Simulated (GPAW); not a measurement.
# Core-hole calculation of the Li K edge in LiRh3 (Imm2), part 2 of 2

What does one-electron theory with a core hole give for the Li K edge of LiRh3 (Imm2)?

GPAW 26.7.0; X-ray absorption from dipole matrix elements to empty bands, plane-wave PAW LDA.

So far. Step 2 (The field without a hole): The mesh shows no gap, so the system is treated as a metal and the core electron is put at the Fermi level (neutral cell).

## 4. Spectrum with XCH, Li atom 4

The holes are 7.1 Å apart. In GPAW the data set carries the hole's charge, so charge=0 means a charged cell and charge=-1 a neutral one. The excited electron is kept in the cell, where it fills the lowest empty states and screens the hole. After the field has converged, empty bands are computed with the density fixed and the dipole matrix elements are summed.

The absorber has 4 Rh at 2.57 to 2.63 Å, 2 Li at 2.66 Å and 6 Rh at 2.70 to 2.72 Å (anticuboctahedral, as in hcp, site symmetry mm2).

xas.py

```python
import numpy as np
from ase import Atoms
from ase.parallel import parprint, paropen
from gpaw import GPAW, PW, FermiDirac, Mixer, MixerDif, setup_paths
from gpaw.test import gen
setup_paths.insert(0, '.')
gen('Li', name='fch1s', xcname='LDA', corehole=(1, 0, 1), write_xml=True)
from gpaw.mpi import world
world.barrier()

atoms = Atoms('Rh21Li7',
    cell=[[5.32119532, 0, -4.64347758],
     [-6.65149415, 4.29470124, -2.32173879],
     [6.65149415, 4.29470124, 2.32173879]],
    scaled_positions=[[0.71560055, 0.78624022, 0.21375978],
     [0.00131484, 0.50052593, 0.49947407],
     [0.14417198, 0.35766879, 0.64233121],
     [0.85845769, 0.64338308, 0.35661692],
     [0.28702912, 0.21481165, 0.78518835],
     [0.42988626, 0.07195451, 0.92804549],
     [0.57274341, 0.92909736, 0.07090264],
     [0.21023245, 0.23955966, 0.27137369],
     [0.49594674, 0.95384537, 0.55708798],
     [0.63880388, 0.81098823, 0.69994512],
     [0.3530896, 0.09670251, 0.41423084],
     [0.78166103, 0.66813108, 0.84280226],
     [0.92451817, 0.52527394, 0.98565941],
     [0.06737531, 0.3824168, 0.12851655],
     [0.78166103, 0.15719774, 0.33186891],
     [0.06737531, 0.87148345, 0.6175832],
     [0.21023245, 0.72862631, 0.76044034],
     [0.92451817, 0.01434059, 0.47472606],
     [0.3530896, 0.58576916, 0.90329749],
     [0.49594674, 0.44291202, 0.04615463],
     [0.63880388, 0.30005488, 0.18901177],
     [0.29464882, 0.71785953, 0.28214047],
     [0.58036311, 0.43214524, 0.56785476],
     [0.72322025, 0.2892881, 0.7107119],
     [0.43750596, 0.57500239, 0.42499761],
     [0.86607739, 0.14643096, 0.85356904],
     [0.00893454, 0.00357381, 0.99642619],
     [0.15179168, 0.86071667, 0.13928333]],
    pbc=True)
atoms.calc = calc = GPAW(legacy_gpaw=True, mode=PW(500), xc='LDA', setups={21: 'fch1s'},
    kpts={'size': (3, 3, 3), 'gamma': True}, occupations=FermiDirac(0.1),
    charge=-1, mixer=Mixer(0.1, 5, 50), maxiter=150,
    convergence={'density': 0.0001}, txt='scf.txt')
energy = atoms.get_potential_energy() + calc.get_reference_energy()
ef = calc.get_fermi_level()
out = dict(energy=energy, fermi=ef, forces=atoms.get_forces().tolist())
parprint(f'all-electron energy {energy:.4f} eV, Fermi level {ef:.4f} eV')
ev = np.array([[calc.get_eigenvalues(k, s) for k in range(len(calc.get_ibz_k_points()))] for s in range(calc.get_number_of_spins())])
out['homo'], out['lumo'], out['counts'] = ev[ev < ef].max(), ev[ev > ef].min(), sorted(set((ev < ef).sum((0, 2)).tolist()))
out['filled'] = (ev[:, 0] < ef).sum(1).tolist()

from ase.units import Ha
from gpaw.xas import dipole_matrix_elements
nb = int(calc.get_number_of_electrons() / 2) + 328
top, nb = nb, nb + 8 + nb // 12
nscf = calc.fixed_density(kpts={'size': (4, 3, 3), 'gamma': True}, nbands=nb,
    convergence={'bands': top, 'eigenstates': 1e-5}, maxiter=60, txt='nscf.txt')
cell = atoms.cell.array
ops = [cell.T @ U.T @ np.linalg.inv(cell.T) for U in nscf.wfs.kd.symmetry.op_scc]
E = np.arange(-6, 34, 0.1)
fwhm = np.interp(E, [4, 25], [0.9, 3.5])
Y, X, zero, highest = 0, 0, 1e9, 1e9
for spin in range(nscf.get_number_of_spins()):
    wfs = nscf.wfs
    A = dipole_matrix_elements(wfs.setups[21])
    eps = np.zeros((wfs.kd.nibzkpts, nb))
    d = np.zeros((3, A.shape[1], wfs.kd.nibzkpts, nb), complex)
    for kpt in wfs.kpt_u:
        if kpt.s == spin and 21 in kpt.P_ani:
            eps[kpt.k] = kpt.eps_n * Ha
            d[:, :, kpt.k] = (kpt.weight * wfs.nspins / 2) ** 0.5 * np.inner(A, kpt.P_ani[21])
    world.sum(eps)
    world.sum(d)
    T = np.einsum('amkn,bmkn->abkn', d, d.conj()).real
    T = sum(np.einsum('ai,ijkn,bj->abkn', R, T, R) for R in ops) / len(ops)
    empty = eps > ef
    zero, highest = min(zero, eps[empty].min()), min(highest, eps[:, top - 1].min())
    lines = [(eps, T, empty)] if spin == 0 else lines + [(eps, T, empty)]
for eps, T, empty in lines:
    f = np.einsum('aakn->akn', T).reshape(3, -1)
    x = eps.ravel() - zero
    w = np.interp(x, E, fwhm) / 2.35482
    g = np.exp(-0.5 * ((E[:, None] - x) / w) ** 2) / (w * (2 * np.pi) ** 0.5)
    Y = Y + (f * empty.ravel()) @ g.T
    X = X + (f * ~empty.ravel()) @ g.T
out.update(E=E.round(2).tolist(), xas=Y.tolist(), xes=X.tolist(), zero=zero, valid=highest - zero, nk=len(eps), nb=nb)
for i in range(0, len(E), 10):
    parprint(f'{E[i]:7.2f}', *(f'{v:10.3e}' for v in Y[:, i]))
import json
with paropen('out.json', 'w') as f:
    json.dump(out, f)
```

On the command line:

```sh
$ OMP_NUM_THREADS=1 mpirun -n 4 gpaw python xas.py
```

Numbers of over 12 decimals in the logs are rounded to 6 here.

Output:

```text
Input parameters:
  charge: -1
  convergence: {density: 0.0001}
  kpts: {gamma: True,
         size: (3, 3, 3)}
  maxiter: 150
  mixer: {backend: pulay,
          beta: 0.1,
          method: separate,
          nmaxold: 5,
          weight: 50}
  mode: {ecut: 500.0,
         name: pw}
  occupations: {fixmagmom: False,
                name: fermi-dirac,
                width: 0.1}
  setups: {21: fch1s}

Initialize ...

[... PAW data sets ...]

Reference energy: -2731521.607880  # eV

Spin-paired calculation

[... convergence settings ...]
Symmetries present (total): 2
  [... symmetry matrices ...]

27 k-points: 3 x 3 x 3 Monkhorst-Pack grid
10 k-points in the irreducible part of the Brillouin zone
       k-points in crystal coordinates                weights
   0:     0.00000000    0.00000000    0.00000000          1/27
   1:     0.00000000    0.33333333   -0.33333333          2/27
   2:     0.00000000    0.33333333    0.00000000          4/27
   3:     0.00000000    0.33333333    0.33333333          2/27
   4:     0.33333333   -0.33333333    0.33333333          2/27
   5:     0.33333333    0.00000000    0.00000000          2/27
   6:     0.33333333    0.00000000    0.33333333          4/27
   7:     0.33333333    0.33333333   -0.33333333          2/27
   8:     0.33333333    0.33333333    0.00000000          4/27
   9:     0.33333333    0.33333333    0.33333333          4/27

Wave functions: Plane wave expansion
  Cutoff energy: 500.000 eV
  Number of coefficients (min, max): 9413, 9466
  Pulay-stress correction: 0.000000 eV/Ang^3 (de/decut=0.000000)
  Using FFTW library
  Wavefunction extrapolation:
    Improved wavefunction reuse through dual PAW basis

Occupation numbers: Fermi-Dirac:
  width: 0.1000  # eV

Eigensolver
   Davidson(niter=2)

Densities:
  Coarse grid: 40*45*45 grid
  Fine grid: 80*90*90 grid
  Total Charge: 0.000000

Density mixing:
  Method: separate
  Backend: pulay
  Linear mixing parameter: 0.1
  old densities: 5
  Width of damping distribution: 1.1
  Damping of long wavelength oscillations: 50

[... Hamiltonian set-up ...]
Number of atoms: 28
Number of atomic orbitals: 280
Number of bands in calculation: 198
Number of valence electrons: 323
Bands to converge: occupied

... initialized

Initializing position-dependent things.

Density initialized from atomic densities
Creating initial wave functions:
  198 bands from LCAO basis set

                                   Li

                Rh     Rh     Rh
                  Rh     Rh     Rh    Rh

        Li    Rhi   RhLi  RRhi   RhLi   RhLi

            Rh   Rhh    Rhh   Rh     Rh

Atomic positions and initial magnetic moments

Positions:
   0 Rh    -0.000000    4.294701   -4.652025    ( 0.0000,  0.0000,  0.0000)
   1 Rh     0.000000    4.294701   -0.008548    ( 0.0000,  0.0000,  0.0000)
   2 Rh     2.660598    4.294701   -0.008548    ( 0.0000,  0.0000,  0.0000)
   3 Rh     2.660598    4.294701   -4.652025    ( 0.0000,  0.0000,  0.0000)
   4 Rh     5.321195    4.294701   -0.008548    ( 0.0000,  0.0000,  0.0000)
   5 Rh     7.981793    4.294701   -0.008548    ( 0.0000,  0.0000,  0.0000)
   6 Rh    -2.660598    4.294701   -4.652025    ( 0.0000,  0.0000,  0.0000)
[...]
25 Li     9.312092    4.294701   -2.379821    ( 0.0000,  0.0000,  0.0000)
  26 Li     6.651494    4.294701    2.263657    ( 0.0000,  0.0000,  0.0000)
  27 Li    -3.990896    4.294701   -2.379821    ( 0.0000,  0.0000,  0.0000)

Unit cell:
           periodic     x           y           z      points  spacing
  1. axis:    yes    5.321195    0.000000   -4.643478    40     0.1534
  2. axis:    yes   -6.651494    4.294701   -2.321739    45     0.1563
  3. axis:    yes    6.651494    4.294701    2.321739    45     0.1563

  Lengths:   7.062365   8.250897   8.250897
  Angles:  117.266630  65.014502 114.985498

Effective grid spacing dv^(1/3) = 0.1661

iter:   1  -244.961827
iter:   2  -227.452106   -0.93  -1.19
iter:   3  -223.322155   -0.64  -1.32
iter:   4  -215.619759   -1.13  -1.54
iter:   5  -214.007901   -2.31  -1.80
iter:   6  -213.717489   -2.58  -1.92
iter:   7  -213.528844   -3.14  -2.00
iter:   8  -213.361726   -3.11  -2.10
iter:   9  -213.305489   -3.31  -2.32
iter:  10  -213.283715c  -3.64  -2.48
iter:  11  -213.271593c  -3.64  -2.60
iter:  12  -213.267299c  -3.78  -2.76
iter:  13  -213.263398c  -4.22  -2.96
iter:  14  -213.263057c  -4.34  -3.10
iter:  15  -213.262904c  -4.62  -3.22
iter:  16  -213.263053c  -4.81  -3.30
[...]
iter:  20  -213.261816c  -5.75  -3.51
iter:  21  -213.261826c  -6.19  -3.78
iter:  22  -213.261825c  -6.58  -3.84
iter:  23  -213.261831c  -6.60  -4.06c
iter:  24  -213.261851c  -6.93  -4.15c
iter:  25  -213.261848c  -7.42c -4.41c

Converged after 25 iterations.

Dipole moment: (-2.809013, -0.000000, 0.048907) |e|*Ang

Energy contributions relative to reference atoms: (reference = -2731521.607880)

Kinetic:        -63.862111
Potential:      +15.285268
External:        +0.000000
XC:            -160.938597
Entropy (-ST):   -0.829875
Local:           -3.331469
SIC:             +0.000000
--------------------------
Free energy:   -213.676785
Extrapolated:  -213.261848

Showing only first 2 kpts
 Kpt  Band  Eigenvalues  Occupancy
  0   159      8.99090    0.72457
  0   160      9.06929    0.41197
  0   161      9.14865    0.20999
  0   162      9.15998    0.18964

  1   159      8.74120    1.74684
  1   160      8.83960    1.44124
  1   161      8.95896    0.87760
[...]
Fermi level: 8.93436

No gap
No difference between direct/indirect transitions

Forces in eV/Ang:
  0 Rh   -0.11400    0.00000    0.25381
  1 Rh    0.00804    0.00000   -0.37158
  2 Rh   -0.00975    0.00000   -0.11567
  3 Rh    0.07646    0.00000   -0.38249
  4 Rh    0.02271    0.00000   -0.08174
  5 Rh    0.03438    0.00000   -0.11559
  6 Rh    0.15700    0.00000    0.25280
[...]
25 Li   -0.04872    0.00000    0.00679
 26 Li    0.03304    0.00000    0.01613
 27 Li   -0.01133    0.00000   -0.00603
Scalar-relativistic atomic LDA calculation for Li (Lithium, Z=3)
Core hole in 1s state (1s occupation: 1.0)
300 radial gridpoints.
|------------------------------------------------|
|------------------------------------------------|
[... the atom generator's iteration count ...]

Energy contributions:
-------------------------
Kinetic:       +4.802428
XC:            -0.868730
Potential:     -8.792701
-------------------------
Total:         -4.859003

state      eigenvalue         ekin         rmax
-----------------------------------------------
1s^1.0 :    -3.111117     4.172383        0.342
2s^1.0 :    -0.451969     0.630045        2.146
2p^0.0 :    -0.373048     0.566752        1.896
-----------------------------------------------
(units: Bohr and Hartree)

Generating PAW setup
Kinetic energy of the core from tauc = 4.172937
Cutoffs:
rc(s)=2.000
rc(p)=2.000
rc(d)=2.000
rc(vbar)=1.800
rc(comp)=2.000
rc(nct)=2.000

Kinetic energy of the core states: 4.172383
Charge: 1.0
Core electrons: 1.0
Valence electrons: 1.0
Pseudo-core charge: 0.040575
Shape function alpha=2.500
Pseudo-electron charge 1.068451
state    eigenvalue         norm
--------------------------------
2s(1) :    -0.451969     1.027876
*s    :     0.548031
2p(0) :    -0.373048     0.945113
*p    :     0.626952
*d    :     0.000000
--------------------------------

Diagonalizing with gridspacing h=0.050

state   all-electron     PAW
-------------------------------
2s:      -0.451969    -0.451984
2p:      -0.373048    -0.373160
*d:                   -0.093511
*f:                   -0.020693
-------------------------------
all-electron energy -2731734.8697 eV, Fermi level 8.9344 eV
[...]
31.00  1.730e-03  1.659e-03  1.981e-03
  32.00  1.662e-03  1.507e-03  1.947e-03
  33.00  1.451e-03  1.414e-03  1.738e-03
```

Run time: 23 min. Hardware: 4 MPI ranks of Arm Neoverse V2, shared host; peak memory 1.3 GiB; 1.5 h of CPU time.

The Li K spectrum, Li atom 4, excited-electron core hole (neutral cell) (energy from the lowest empty level; intensity scaled to a mean of 1 over the first 20 eV; polarised curves are means over the symmetry-equivalent atoms):

```csv
E (eV),isotropic,ε ∥ x,ε ∥ y,ε ∥ z
-2.0,0.00,0.00,0.00,0.00
-1.5,0.00,0.00,0.00,0.00
-1.0,0.00,0.00,0.00,0.00
-0.5,0.01,0.01,0.01,0.01
0.0,0.06,0.06,0.07,0.05
0.5,0.15,0.16,0.16,0.12
1.0,0.33,0.42,0.33,0.26
1.5,0.66,0.95,0.46,0.58
2.0,0.92,1.40,0.58,0.79
2.5,1.11,1.56,0.84,0.92
3.0,1.18,1.53,0.94,1.07
3.5,1.21,1.35,1.08,1.21
4.0,1.07,1.05,1.16,1.02
4.5,0.82,0.74,0.91,0.81
5.0,0.90,0.79,1.01,0.90
5.5,0.91,0.82,1.03,0.88
6.0,0.81,0.79,0.89,0.74
6.5,0.73,0.79,0.78,0.64
7.0,0.86,1.06,0.76,0.75
7.5,1.12,1.51,0.91,0.94
8.0,1.48,1.81,1.43,1.19
8.5,1.94,1.95,2.17,1.71
9.0,2.19,1.85,2.42,2.29
9.5,2.04,1.52,2.06,2.55
10.0,1.72,1.17,1.60,2.39
10.5,1.46,0.98,1.40,1.99
11.0,1.32,0.95,1.38,1.62
11.5,1.28,1.05,1.37,1.41
12.0,1.29,1.22,1.33,1.32
12.5,1.29,1.39,1.29,1.19
13.0,1.25,1.47,1.27,1.01
13.5,1.15,1.39,1.21,0.86
14.0,1.03,1.21,1.09,0.80
14.5,0.91,0.99,0.95,0.79
15.0,0.81,0.79,0.84,0.79
15.5,0.72,0.64,0.77,0.76
16.0,0.66,0.57,0.72,0.70
16.5,0.63,0.59,0.66,0.64
17.0,0.62,0.67,0.60,0.58
17.5,0.62,0.76,0.54,0.54
18.0,0.61,0.82,0.50,0.52
18.5,0.60,0.82,0.46,0.52
19.0,0.58,0.77,0.45,0.54
19.5,0.57,0.70,0.44,0.55
20.0,0.56,0.65,0.46,0.56
20.5,0.56,0.63,0.48,0.57
21.0,0.57,0.64,0.51,0.57
21.5,0.59,0.65,0.54,0.56
22.0,0.60,0.66,0.58,0.56
22.5,0.60,0.65,0.61,0.56
23.0,0.60,0.62,0.63,0.56
23.5,0.60,0.59,0.65,0.56
24.0,0.59,0.56,0.66,0.57
24.5,0.59,0.53,0.65,0.58
25.0,0.59,0.51,0.65,0.60
25.5,0.59,0.51,0.65,0.63
26.0,0.60,0.50,0.65,0.66
26.5,0.62,0.51,0.66,0.68
27.0,0.63,0.52,0.67,0.70
27.5,0.65,0.54,0.69,0.71
28.0,0.66,0.56,0.71,0.71
28.5,0.67,0.58,0.72,0.70
29.0,0.67,0.60,0.72,0.70
29.5,0.67,0.61,0.70,0.70
30.0,0.67,0.63,0.68,0.71
30.5,0.67,0.64,0.65,0.72
31.0,0.66,0.64,0.62,0.74
31.5,0.65,0.64,0.59,0.74
32.0,0.63,0.62,0.56,0.72
```

Main maxima below 24 eV (height): 3.6 eV (1.21), 5.3 eV (0.93) and 9.0 eV (2.19). A K edge sees empty p states on the absorber.

The total-energy difference is 55.30 eV. One term is added: -3.34 eV, since the hole is spin-paired here and a spin-polarised one costs that much less in the free atom (computed apart). The photon energy is then 51.96 eV. The tabulated edge of the element is 54.7 eV. The functional leaves an error in such absolute values: in the free atom LDA prices this hole 1.0 eV below PBE (computed apart), and PBE is itself good to a few eV.

## 5. Summary of results

```json
{
 "absorber and edge": "Li K, atom 4 of the ground-state input (counted from 1)",
 "surroundings": "4 Rh at 2.57 to 2.63 Å, 2 Li at 2.66 Å and 6 Rh at 2.70 to 2.72 Å (anticuboctahedral, as in hcp, site symmetry mm2)",
 "highest intensity below 16 eV": "9.0 eV above the zero, height 2.19",
 "photon energy of the zero, with the added terms": "52.0 eV (raw 55.3 eV; LDA puts this hole about 1 eV below PBE, itself good to a few eV)"
}
```

The Li K edge of atom 4, with 4 Rh at 2.57 to 2.63 Å, 2 Li at 2.66 Å and 6 Rh at 2.70 to 2.72 Å (anticuboctahedral, as in hcp, site symmetry mm2), has its highest intensity of the first 16 eV at 9.0 eV above the zero, near 61 eV in photon energy (LDA puts this hole about 1 eV below PBE, itself good to a few eV), 2.2 times the mean level of the first 20 eV (Gaussian full width 0.9 eV up to 4 eV, rising linearly to 3.5 eV at 25 eV). At the Li K edge of atom 4 polarisation matters most near 10.0 eV, where the curves differ by 1.2 on this scale. The mesh is coarse (0.30 Å⁻¹ between points), so small maxima may be mesh ripples. The structure is a computed Materials Project entry and may be a hypothetical form.

[Banner, clock and machine lines of the logs are left out without a mark of their own.]

[Logs are printed without paths, hosts, clocks, repeated set-up lines and the standing remarks that a program may print on its own settings, such as how far it seeks lower states.]

[Hosts, paths, dates, database ids (printed as entryN), source tags and the programs' standing remarks are cut or masked in the printed files.]

[Lists of maxima count a maximum above −3 eV only where it reaches 4 % of the highest in the window and stands out from its surroundings by 2 % of it (1.5 % where it reaches 55 %); shoulders and weaker maxima are passed over, and of the rest the first, up to two pre-edge ones and the few strongest are named.]
